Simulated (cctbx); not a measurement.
# What is wrong with this refinement?

Cell a = 10.5460 Å, b = 4.3360 Å, c = 13.5470 Å, α = 90.00°, β = 109.89°, γ = 90.00°; space group C2/m (no. 12).

The data are simulated with cctbx, not measured: Mo Kα, λ = 0.71073 Å, to d = 0.6 Å, 80 % of the full sphere, strongest reflection 40000 counts, noise from counting, a 4 % proportional error and a noise floor of 2 counts (s.d.); no absorption.

An anisotropic refinement with weights 1/σ² prints:

```text
Rint 0.030, 1548 unique reflections to 0.60 A
cycle     R1     wR2    GooF  max shift (A)
   1  0.1073  0.2812   6.763   0.01524
   3  0.0302  0.1028   2.473   0.00001
final R1 0.0302 wR2 0.1028 GooF 2.473  parameters 42  data/parameter 36.9
atom        x        y        z      Ueq    occ   su(xyz)  su(Uiso or U11)
Ce1    0.74700  0.00000  0.22303   0.0095  1.000  0.00004  0.0002
Ce2    0.09644  0.50000  0.91862   0.0213  1.000  0.00005  0.0002
Ce3    0.97369  0.50000  0.61718   0.0101  1.000  0.00004  0.0002
Ni1    0.74474  0.50000  0.41009   0.0150  1.000  0.00011  0.0004
Ti1    0.61947  0.50000  0.07556   0.0397  1.000  0.00028  0.0012
Si1    0.96032  0.00000  0.76279   0.0137  1.000  0.00023  0.0008
Si2    0.86569  0.00000  0.45633   0.0299  1.000  0.00041  0.0018
difference map: max 2.65 min -5.76 rms 0.51
Q1    0.2429  0.5000  0.2136    4    2.74  0.12 A from Ce1
Q2    0.0714  0.5000  0.9201    4    2.41  0.27 A from Ce2
Q3    0.0655  0.0000  0.2239    4    1.52  0.37 A from Si1
Q4    0.0510  0.5000  0.3987    4    1.45  0.28 A from Ce3
Q5    0.0976  0.0000  0.5300    4    1.43  0.37 A from Si2
Q6    0.2395  0.5000  0.5725    4    1.41  0.24 A from Ni1
```

Q: Accept it or mend it, and why?

Mend it. The fault: wrong element: Ti1 is Si. Against the right model at the same level, R1 goes from 0.0156 to 0.0302 and GooF from 0.94 to 2.47, U of Ti1 swells from 0.0204 to 0.0397 Å², the top difference peak, 2.7 e/Å³, lies on Ce1 and a hole of -5.8 e/Å³ opens. Ti1 has 8 electrons too many and its U swells to shed them, as expected.

The compound is Ce3Si3Ni. The right model at the same level gives:

```text
Rint 0.030, 1548 unique reflections to 0.60 A
cycle     R1     wR2    GooF  max shift (A)
   1  0.0805  0.2173   5.226   0.00560
   2  0.0156  0.0393   0.944   0.00001
final R1 0.0156 wR2 0.0393 GooF 0.944  parameters 42  data/parameter 36.9
atom        x        y        z      Ueq    occ   su(xyz)  su(Uiso or U11)
Ce1    0.74699  0.00000  0.22300   0.0099  1.000  0.00001  0.0001
Ce2    0.09631  0.50000  0.91859   0.0218  1.000  0.00002  0.0001
Ce3    0.97369  0.50000  0.61719   0.0106  1.000  0.00001  0.0001
Ni1    0.74491  0.50000  0.41024   0.0155  1.000  0.00004  0.0002
Si1    0.61918  0.50000  0.07537   0.0204  1.000  0.00011  0.0004
Si2    0.95947  0.00000  0.76259   0.0143  1.000  0.00009  0.0003
Si3    0.86735  0.00000  0.45679   0.0311  1.000  0.00016  0.0007
difference map: max 0.95 min -1.00 rms 0.23
Q1    0.2153  0.5000  0.0537    4    0.98  1.83 A from Ce2
Q2    0.0000  0.0896  0.0000    4    0.96  1.38 A from Si1
Q3    0.0347  0.5000  0.2985    4    0.95  1.18 A from Ce3
Q4    0.0777  0.0000  0.0970    4    0.91  0.60 A from Si1
Q5    0.0589  0.5000  0.7455    4    0.87  1.66 A from Ce3
Q6    0.1550  0.0000  0.9456    4    0.86  1.92 A from Si1
```

The model is made up (kin elements in a known structure type, no relaxation), so it says nothing on whether the phase exists.

[Middle refinement cycles are left out of these outputs.]

[Logs are printed without paths, hosts, clocks, repeated set-up lines and the standing remarks that a program may print on its own settings, such as how far it seeks lower states.]
